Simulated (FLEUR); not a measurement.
# FePt (Tetraferroplatinum): orders along a scan of the volume, part 2 of 2

Wanted: the trend of the moments of FePt (Tetraferroplatinum) with the volume.

FLEUR MaX-R8.1; LDA (VWN); all-electron FLAPW, Dirac cores, scalar-relativistic bands.

So far, largest spin moment in the muffin-tin sphere (μB): step 2 (factor 1, start ferro +) 2.91; step 3 (factor 1, start antiferro q=(0,1/2,0) +-) 2.81.

## 4. Factor 1, start no spin polarisation

The k list default-1 (kpts.xml, not shown) is a Γ-centred 10×10×10 mesh.

inp.xml

```
<?xml version="1.0" encoding="UTF-8" standalone="no"?>
<fleurInput fleurInputVersion="0.39">
   <comment>
      FePt
   </comment>
   <calculationSetup>
      <cutoffs Kmax="3.6" Gmax="10.8" GmaxXC="10.8" numbands="0"/>
      <scfLoop itmax="110" minDistance="0.00002" maxIterBroyd="15" imix="Anderson" alpha="0.05" precondParam="0.0" spinf="2.0" sdNocoIR="T"/>
      <coreElectrons ctail="T" frcor="F" kcrel="0" coretail_lmax="0"/>
      <xcFunctional name="vwn" relativisticCorrections="F"/>
      <magnetism jspins="1"/>
      <soc l_soc="F" theta="0.0" phi="0.0" spav="F"/>
      <expertModes spex="0" secvar="F"/>
      <geometryOptimization l_f="F" forcealpha="1.0" forcemix="BFGS" epsdisp="0.00001" epsforce="0.00001"/>
      <ldaU l_linMix="F" mixParam="0.05" spinf="1.0"/>
   </calculationSetup>
   <cell>
      <bzIntegration valenceElectrons="32.0" mode="hist" fermiSmearingEnergy="0.00183747">
         <kPointListSelection listName="default-1"/>
         <xi:include xmlns:xi="http://www.w3.org/2001/XInclude" href="kpts.xml"> </xi:include>
      </bzIntegration>
      <xi:include xmlns:xi="http://www.w3.org/2001/XInclude" href="sym.xml"> </xi:include>
      <bulkLattice scale="1.0">
         <bravaisMatrix>
            <row-1>    5.1466691003480998     0.0000000000000000     0.0000000000000000</row-1>
            <row-2>    0.0000000000000000     5.1466691003480998     0.0000000000000000</row-2>
            <row-3>    0.0000000000000000     0.0000000000000000     7.0297811835120001</row-3>
         </bravaisMatrix>
      </bulkLattice>
   </cell>
   <atomSpecies>
      <species name="Iron (Fe)" element="Fe" atomicNumber="26">
         <mtSphere radius="2.36" gridPoints="781" logIncrement="0.016"/>
         <atomicCutoffs lmax="8" lnonsphr="6"/>
         <electronConfig flipSpins="F">
            <coreConfig>(1s1/2) (2s1/2) (2p1/2) (2p3/2)</coreConfig>
            <valenceConfig>(3s1/2) (3p1/2) (3p3/2) (4s1/2) (3d3/2) (3d5/2)</valenceConfig>
            <stateOccupation state="(3d3/2)" spinUp="1.200000" spinDown="1.200000"/>
            <stateOccupation state="(3d5/2)" spinUp="1.800000" spinDown="1.800000"/>
         </electronConfig>
         <energyParameters s="4" p="4" d="3" f="4"/>
         <lo type="SCLO" l="0" n="3" eDeriv="0"/>
         <lo type="SCLO" l="1" n="3" eDeriv="0"/>
      </species>
      <species name="Platinum (Pt)" element="Pt" atomicNumber="78">
         <mtSphere radius="2.36" gridPoints="781" logIncrement="0.017"/>
         <atomicCutoffs lmax="8" lnonsphr="6"/>
         <electronConfig flipSpins="F">
            <coreConfig>(1s1/2) (2s1/2) (2p1/2) (2p3/2) (3s1/2) (3p1/2) (3p3/2) (4s1/2) (3d3/2) (3d5/2) (4p1/2) (4p3/2) (5s1/2) (4d3/2) (4d5/2) (4f5/2) (4f7/2)</coreConfig>
            <valenceConfig>(5p1/2) (5p3/2) (6s1/2) (5d3/2) (5d5/2)</valenceConfig>
            <stateOccupation state="(6s1/2)" spinUp="0.500000" spinDown="0.500000"/>
            <stateOccupation state="(5d3/2)" spinUp="1.800000" spinDown="1.800000"/>
            <stateOccupation state="(5d5/2)" spinUp="2.700000" spinDown="2.700000"/>
         </electronConfig>
         <energyParameters s="6" p="6" d="5" f="5"/>
         <lo type="SCLO" l="1" n="5" eDeriv="0"/>
      </species>
   </atomSpecies>
   <atomGroups>
      <atomGroup species="Iron (Fe)">
         <relPos label="                   1">.0000000000 .0000000000 .0000000000</relPos>
         <force calculate="T" relaxXYZ="TTT"/>
      </atomGroup>
      <atomGroup species="Platinum (Pt)">
         <relPos label="                   2">1.000/2.000 1.000/2.000 1.000/2.000</relPos>
         <force calculate="T" relaxXYZ="TTT"/>
      </atomGroup>
   </atomGroups>
   <output dos="F" band="F" slice="F">
      <bandDOS minEnergy="-.5*Htr" maxEnergy="0.5*Htr" sigma="0.015" storeEVData="T"/>
      <plotting iplot="0" polar="F">
         <plot TwoD="T" vec1="  1.0  0.0  0.0" vec2="  0.0  1.0  0.0" vec3="  0.0  0.0  1.0" zero="  0.0  0.0  0.0" file="plot"/>
      </plotting>
      <moessbauerParams electricFieldGradient="F" isomerShift="F" coreHyperfine="F" valenceHyperfine="F"/>
   </output>
</fleurInput>
```

crystal.txt

```
FePt
&input film=F cartesian=F /
2.72350000000  0.00000000000  0.00000000000
0.00000000000  2.72350000000  0.00000000000
0.00000000000  0.00000000000  3.72000000000
1.8897261246
1.0 1.0 1.0

2
26 0.00000000000  0.00000000000  0.00000000000
78 0.50000000000  0.50000000000  0.50000000000

&kpt div1=10 div2=10 div3=10 gamma=T /
```

Run with:

```
OMP_NUM_THREADS=1 inpgen -f crystal.txt > inpgen.log  # inp.xml is then edited as shown
OMP_NUM_THREADS=1 mpirun -n 4 fleur_MPI > fleur.log
```

Log:

```text
[banner, memory and clock lines left out]
Welcome to FLEUR        (www.flapw.de)
      MaX-Release 8.1          (www.max-centre.eu)

 ========== k-point set info ==========
 Selected k-point list: default-1
 k-point list type: mesh
 0 x 0 x 0
 Number of k points: 128

 [... set-up left out ...]
 Iteration:     1   Distance:      58.62641960 me/bohr^3
 Iteration:     2   Distance:      19.88345772 me/bohr^3
 Iteration:     3   Distance:      16.79155205 me/bohr^3
 Iteration:     4   Distance:       9.83753173 me/bohr^3
 Iteration:     5   Distance:       5.95829318 me/bohr^3
[...]
<FermiEnergy value="0.4223045499" units="Htr"/>
         [... left out ...]
         <totalEnergy value="   -19707.0627640516" units="Htr">
            <sumOfEigenvalues value="   -12054.2308343302">
               <coreElectrons value="-12036.0678112847"/>
               <valenceElectrons value="-18.1630230455"/>
            </sumOfEigenvalues>
         [... left out ...]
            <freeEnergy value="-19707.0640465784"/>
            <extrapolationTo0K value="-19707.0634053150"/>
         </totalEnergy>
         <densityConvergence units="me/bohr^3">
            <chargeDensity spin="1" distance="0.0000152194"/>
         </densityConvergence>
      </iteration>
```

Elapsed: 9.5 s, on 4 MPI ranks of Arm Neoverse V1, shared host; peak memory 0.16 GiB; 37 s of CPU time.

This step gave:

```
free energy                                                       : -536256.5315 eV
program's band gap on this mesh (in a metal only a level spacing) : 0.003586 eV
final state                                                       : non-magnetic (no spin polarisation)
```

## 5. Factor 1.12, start ferro +

The farthest finished point is shown in full.

inp.xml, as its differences from that of step 4:

```diff
@@ -10,3 +10,3 @@
       <xcFunctional name="vwn" relativisticCorrections="F"/>
-      <magnetism jspins="1"/>
+      <magnetism jspins="2"/>
       <soc l_soc="F" theta="0.0" phi="0.0" spav="F"/>
@@ -24,5 +24,5 @@
          <bravaisMatrix>
-            <row-1>    5.1466691003480998     0.0000000000000000     0.0000000000000000</row-1>
-            <row-2>    0.0000000000000000     5.1466691003480998     0.0000000000000000</row-2>
-            <row-3>    0.0000000000000000     0.0000000000000000     7.0297811835120001</row-3>
+            <row-1>    5.3448097895883810     0.0000000000000000     0.0000000000000000</row-1>
+            <row-2>    0.0000000000000000     5.3448097895883810     0.0000000000000000</row-2>
+            <row-3>    0.0000000000000000     0.0000000000000000     7.3004194665810314</row-3>
          </bravaisMatrix>
@@ -31,3 +31,3 @@
    <atomSpecies>
-      <species name="Iron (Fe)" element="Fe" atomicNumber="26">
+      <species name="Iron (Fe) 2.800" element="Fe" atomicNumber="26">
          <mtSphere radius="2.36" gridPoints="781" logIncrement="0.016"/>
@@ -37,4 +37,4 @@
             <valenceConfig>(3s1/2) (3p1/2) (3p3/2) (4s1/2) (3d3/2) (3d5/2)</valenceConfig>
-            <stateOccupation state="(3d3/2)" spinUp="1.200000" spinDown="1.200000"/>
-            <stateOccupation state="(3d5/2)" spinUp="1.800000" spinDown="1.800000"/>
+            <stateOccupation state="(3d3/2)" spinUp="1.4" spinDown="1.0"/>
+            <stateOccupation state="(3d5/2)" spinUp="3.0" spinDown="0.6"/>
          </electronConfig>
@@ -59,3 +59,3 @@
    <atomGroups>
-      <atomGroup species="Iron (Fe)">
+      <atomGroup species="Iron (Fe) 2.800">
          <relPos label="                   1">.0000000000 .0000000000 .0000000000</relPos>
```

crystal.txt

```
FePt
&input film=F cartesian=F /
2.82835153730  0.00000000000  0.00000000000
0.00000000000  2.82835153730  0.00000000000
0.00000000000  0.00000000000  3.86321561180
1.8897261246
1.0 1.0 1.0

2
26 0.00000000000  0.00000000000  0.00000000000 : 2.800
78 0.50000000000  0.50000000000  0.50000000000

&kpt div1=10 div2=10 div3=10 gamma=T /
```

Log:

```text
[banner, memory and clock lines left out]
Welcome to FLEUR        (www.flapw.de)
      MaX-Release 8.1          (www.max-centre.eu)

 ========== k-point set info ==========
 Selected k-point list: default-1
 k-point list type: mesh
 0 x 0 x 0
 Number of k points: 128

 [... set-up left out ...]
 Iteration:     1   Distance:      39.84100203 me/bohr^3
 Iteration:     2   Distance:      14.06559114 me/bohr^3
 Iteration:     3   Distance:      12.15938846 me/bohr^3
 Iteration:     4   Distance:       8.97430502 me/bohr^3
 Iteration:     5   Distance:       8.41834974 me/bohr^3
[...]
<sumOfEigenvalues value="   -12059.0537061293">
               <coreElectrons value="-12039.0405962190"/>
               <valenceElectrons value="-20.0131099103"/>
            </sumOfEigenvalues>
         [... left out ...]
            <freeEnergy value="-19707.0684234538"/>
            <extrapolationTo0K value="-19707.0682218089"/>
         </totalEnergy>
         <densityConvergence units="me/bohr^3">
            <chargeDensity spin="1" distance="0.0000062499"/>
            <chargeDensity spin="2" distance="0.0000074824"/>
            <overallChargeDensity distance="0.0000121062"/>
            <spinDensity distance="0.0000065980"/>
         </densityConvergence>
      </iteration>
```

It took 24 s on 4 MPI ranks; peak memory 0.19 GiB; 96 s of CPU time.

Spin moment in the muffin-tin sphere by atom:

| atom | spin moment in the muffin-tin sphere (μB) |
| --- | --- |
| Fe1 | 3.08 |
| Pt2 | 0.39 |

Read from the output:

| Item | Value |
| --- | --- |
| free energy | -536256.6506 eV |
| program's band gap on this mesh (in a metal only a level spacing) | 0.005130 eV |
| magnetization | 3.432 μB |
| final state | ferromagnetic |

After 24 cycles the largest moment stands at 3.08 μB.

## 6. Factor 1.12, start antiferro q=(0,1/2,0) +-

The k list default-1 (kpts.xml, not shown) is a Γ-centred 10×5×10 mesh.

inp.xml, as its differences from that of step 5:

```diff
@@ -17,3 +17,3 @@
    <cell>
-      <bzIntegration valenceElectrons="32.0" mode="hist" fermiSmearingEnergy="0.00183747">
+      <bzIntegration valenceElectrons="64.0" mode="hist" fermiSmearingEnergy="0.00183747">
          <kPointListSelection listName="default-1"/>
@@ -25,3 +25,3 @@
             <row-1>    5.3448097895883810     0.0000000000000000     0.0000000000000000</row-1>
-            <row-2>    0.0000000000000000     5.3448097895883810     0.0000000000000000</row-2>
+            <row-2>    0.0000000000000000    10.6896195791767621     0.0000000000000000</row-2>
             <row-3>    0.0000000000000000     0.0000000000000000     7.3004194665810314</row-3>
@@ -39,2 +39,15 @@
             <stateOccupation state="(3d5/2)" spinUp="3.0" spinDown="0.6"/>
+         </electronConfig>
+         <energyParameters s="4" p="4" d="3" f="4"/>
+         <lo type="SCLO" l="0" n="3" eDeriv="0"/>
+         <lo type="SCLO" l="1" n="3" eDeriv="0"/>
+      </species>
+      <species name="Iron (Fe) -2.800" element="Fe" atomicNumber="26">
+         <mtSphere radius="2.36" gridPoints="781" logIncrement="0.016"/>
+         <atomicCutoffs lmax="8" lnonsphr="6"/>
+         <electronConfig flipSpins="F">
+            <coreConfig>(1s1/2) (2s1/2) (2p1/2) (2p3/2)</coreConfig>
+            <valenceConfig>(3s1/2) (3p1/2) (3p3/2) (4s1/2) (3d3/2) (3d5/2)</valenceConfig>
+            <stateOccupation state="(3d3/2)" spinUp="1.0" spinDown="1.4"/>
+            <stateOccupation state="(3d5/2)" spinUp="0.6" spinDown="3.0"/>
          </electronConfig>
@@ -63,4 +76,9 @@
       </atomGroup>
+      <atomGroup species="Iron (Fe) -2.800">
+         <relPos label="                   2">.0000000000 1.000/2.000 .0000000000</relPos>
+         <force calculate="T" relaxXYZ="TTT"/>
+      </atomGroup>
       <atomGroup species="Platinum (Pt)">
-         <relPos label="                   2">1.000/2.000 1.000/2.000 1.000/2.000</relPos>
+         <relPos label="                   3">1.000/2.000 1.000/4.000 1.000/2.000</relPos>
+         <relPos label="                   4">1.000/2.000 -1.000/4.000 1.000/2.000</relPos>
          <force calculate="T" relaxXYZ="TTT"/>
```

crystal.txt

```
FePt
&input film=F cartesian=F /
2.82835153730  0.00000000000  0.00000000000
0.00000000000  5.65670307460  0.00000000000
0.00000000000  0.00000000000  3.86321561180
1.8897261246
1.0 1.0 1.0

4
26 0.00000000000  0.00000000000  0.00000000000 : 2.800
26 0.00000000000  0.50000000000  0.00000000000 : -2.800
78 0.50000000000  0.25000000000  0.50000000000
78 0.50000000000  0.75000000000  0.50000000000

&kpt div1=10 div2=5 div3=10 gamma=T /
```

Log:

```text
[banner, memory and clock lines left out]
Welcome to FLEUR        (www.flapw.de)
      MaX-Release 8.1          (www.max-centre.eu)

 ========== k-point set info ==========
 Selected k-point list: default-1
 k-point list type: mesh
 10 x 5 x 10
 Number of k points: 108

 [... set-up left out ...]
 Iteration:     1   Distance:      38.86688543 me/bohr^3
 Iteration:     2   Distance:      14.66407561 me/bohr^3
 Iteration:     3   Distance:      12.49059889 me/bohr^3
 Iteration:     4   Distance:       7.47468442 me/bohr^3
 Iteration:     5   Distance:       7.06622768 me/bohr^3
[...]
<sumOfEigenvalues value="   -24118.4433335045">
               <coreElectrons value="-24078.3505356998"/>
               <valenceElectrons value="-40.0927978047"/>
            </sumOfEigenvalues>
         [... left out ...]
            <freeEnergy value="-39414.1343941212"/>
            <extrapolationTo0K value="-39414.1337195199"/>
         </totalEnergy>
         <densityConvergence units="me/bohr^3">
            <chargeDensity spin="1" distance="0.0000123839"/>
            <chargeDensity spin="2" distance="0.0000115237"/>
            <overallChargeDensity distance="0.0000167918"/>
            <spinDensity distance="0.0000170397"/>
         </densityConvergence>
      </iteration>
```

The job ended after 92 s (4 MPI ranks; peak memory 0.29 GiB).

Read from the output:

```yaml
free_energy: -1072513.2345 eV
program_s_band_gap_on_this_mesh_in_a_metal_only_a_level_spacing: 1.46e-8 eV
magnetization: 0 μB
final_state: antiferromagnetic
largest_moment: 3.043 μB
```

After 26 cycles the largest moment stands at 3.04 μB.

## 7. Trends

In all 27 runs were made at the factors 0.88, 0.91, 0.94, 0.97, 1, 1.03, 1.06, 1.09 and 1.12, of which 27 converged. The tables hold the factors at which the parallel start converged, and CPU times count converged runs alone. Differences are of free energies.

Final states:

| volume factor | ferro + | antiferro q=(0,1/2,0) +- | no spin polarisation | CPU time (s) |
| --- | --- | --- | --- | --- |
| 0.88 | ferromagnetic | antiferromagnetic | non-magnetic | 411.6 |
| 0.91 | ferromagnetic | antiferromagnetic | non-magnetic | 393.7 |
| 0.94 | ferromagnetic | antiferromagnetic | non-magnetic | 423.5 |
| 0.97 | ferromagnetic | antiferromagnetic | non-magnetic | 403.7 |
| 1 | ferromagnetic | antiferromagnetic | non-magnetic | 413.9 |
| 1.03 | ferromagnetic | antiferromagnetic | non-magnetic | 451.2 |
| 1.06 | ferromagnetic | antiferromagnetic | non-magnetic | 476.4 |
| 1.09 | ferromagnetic | antiferromagnetic | non-magnetic | 495.1 |
| 1.12 | ferromagnetic | antiferromagnetic | non-magnetic | 512.7 |

Table of energy over the lowest point, ferro + by volume factor:

| volume factor | energy over the lowest point, ferro + (meV a primitive cell) |
| --- | --- |
| 0.8800 | 129 |
| 0.9100 | 38.8 |
| 0.9400 | 0 |
| 0.9700 | 4.43 |
| 1.0000 | 47.5 |
| 1.0300 | 122 |
| 1.0600 | 223 |
| 1.0900 | 345 |
| 1.1200 | 484 |

The largest sphere moment by volume factor:

| volume factor | ferro + (μB) | antiferro q=(0,1/2,0) +- (μB) |
| --- | --- | --- |
| 0.8800 | 2.56 | 2.39 |
| 0.9100 | 2.70 | 2.52 |
| 0.9400 | 2.80 | 2.63 |
| 0.9700 | 2.86 | 2.72 |
| 1.0000 | 2.91 | 2.81 |
| 1.0300 | 2.95 | 2.88 |
| 1.0600 | 2.99 | 2.94 |
| 1.0900 | 3.04 | 2.99 |
| 1.1200 | 3.08 | 3.04 |

Net moment, ferro + against volume factor:

| volume factor | net moment, ferro + (μB a primitive cell) |
| --- | --- |
| 0.8800 | 2.89 |
| 0.9100 | 3.06 |
| 0.9400 | 3.17 |
| 0.9700 | 3.23 |
| 1.0000 | 3.28 |
| 1.0300 | 3.32 |
| 1.0600 | 3.35 |
| 1.0900 | 3.40 |
| 1.1200 | 3.43 |

The energy less that of the parallel start by volume factor; values in meV a seeded atom:

| volume factor | antiferro q=(0,1/2,0) +- | no spin polarisation |
| --- | --- | --- |
| 0.8800 | -68.3 | 198 |
| 0.9100 | -47.3 | 290 |
| 0.9400 | -26.9 | 382 |
| 0.9700 | -9.82 | 471 |
| 1.0000 | 3.33 | 555 |
| 1.0300 | 13.7 | 635 |
| 1.0600 | 21.6 | 711 |
| 1.0900 | 28.1 | 783 |
| 1.1200 | 33.4 | 851 |

## 8. What came out

| Quantity | Value |
| --- | --- |
| largest moment, parallel start | 2.56 μB at 0.88, 3.08 μB at 1.12 |
| net moment, parallel start | 2.89 to 3.43 μB a primitive cell |
| start antiferro q=(0,1/2,0) +- less the parallel start | -68.3 meV at 0.88, +33.4 meV at 1.12, a seeded atom |
| spinless run less the parallel start | +198.3 meV at 0.88, +851.4 meV at 1.12, a seeded atom |

What this shows: The largest moment of the parallel start goes from 2.56 μB at 0.88 to 3.08 μB at 1.12. Its energy is least at 0.94 of the points run. The start antiferro q=(0,1/2,0) +- crosses the parallel start in energy between 0.97 and 1. The spinless run lies over the parallel start at every point where both finished. The opposed order is one of several, taken for its small cell; another can lie lower, so the scan does not name the ground state. Atoms were not relaxed at any point.

[Logs and program files are shortened in this print: banners, set-up blocks, solver, clock and traceback lines can be left out without a mark of their own.]

[Logs are printed without paths, hosts, clocks, repeated set-up lines and the standing remarks that a program may print on its own settings, such as how far it seeks lower states.]

[Hosts, paths, dates, database ids (printed as entryN), source tags and the programs' standing remarks are cut or masked in the printed files.]

[Where a cell is said to come from a database of computed structures, the database is the Materials Project.]
